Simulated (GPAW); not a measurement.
# The N K excitation threshold of GaN (P6_3mc) under uniform strain

For each volume the threshold was computed as E(hole) − E(ground) plus the lowest empty eigenvalue of the hole cell (GPAW, revPBE, 12-atom cell, total energies on 4×4×4 k points, the eigenvalue on 5×5×5, hole spin-paired). The values are raw, 8 eV above the value with the free atom's term for the hole's spin taken off; only their change is used. The threshold is the spectrum's zero, where absorption may be weak, not the visible edge.

| volume | ln(V/V₀) | threshold (eV) |
| --- | --- | --- |
| V × 0.94 | -0.06188 | 405.557 |
| V × 0.97 | -0.03046 | 405.374 |
| V × 1 | +0.00000 | ? |
| V × 1.03 | +0.02956 | 405.018 |
| V × 1.06 | +0.05827 | 404.853 |

The database entry behind the starting cell differs from later determinations by our own check (about 0.3 % short, ideal inner coordinate), so it need not match the best structure at ambient conditions.

**Question.** Fit a straight line in ln(V/V₀), give its slope, and predict the threshold at V × 1.

The means of the given rows are x̄ = -0.00113 and Ē = 405.201 eV. Σ(x − x̄)(E − Ē) = -0.05299 and Σ(x − x̄)² = 0.009021, so the slope is -5.87 eV, and the line passes the given rows within 0.002 eV. At x = +0.00000 it gives 405.201 + (-5.87) × (+0.00113) = 405.194 eV. The run gives 405.194 eV, a miss of -0.000 eV over a total move of -0.704 eV. The slope is the clamped-ion volume deformation potential of the lowest empty level of the hole cell on this mesh (the hole may pull it below the band edge) against the N 1s level, with the hole's relaxation included: the threshold falls by 0.059 eV for 1 % of expansion. The charged cell's image error also scales with the cell's size and isn't taken out.

[Hosts, paths, dates, database ids (printed as entryN), source tags and the programs' standing remarks are cut or masked in the printed files.]

[Lists of maxima count a maximum above −3 eV only where it reaches 4 % of the highest in the window and stands out from its surroundings by 2 % of it (1.5 % where it reaches 55 %); shoulders and weaker maxima are passed over, and of the rest the first, up to two pre-edge ones and the few strongest are named.]
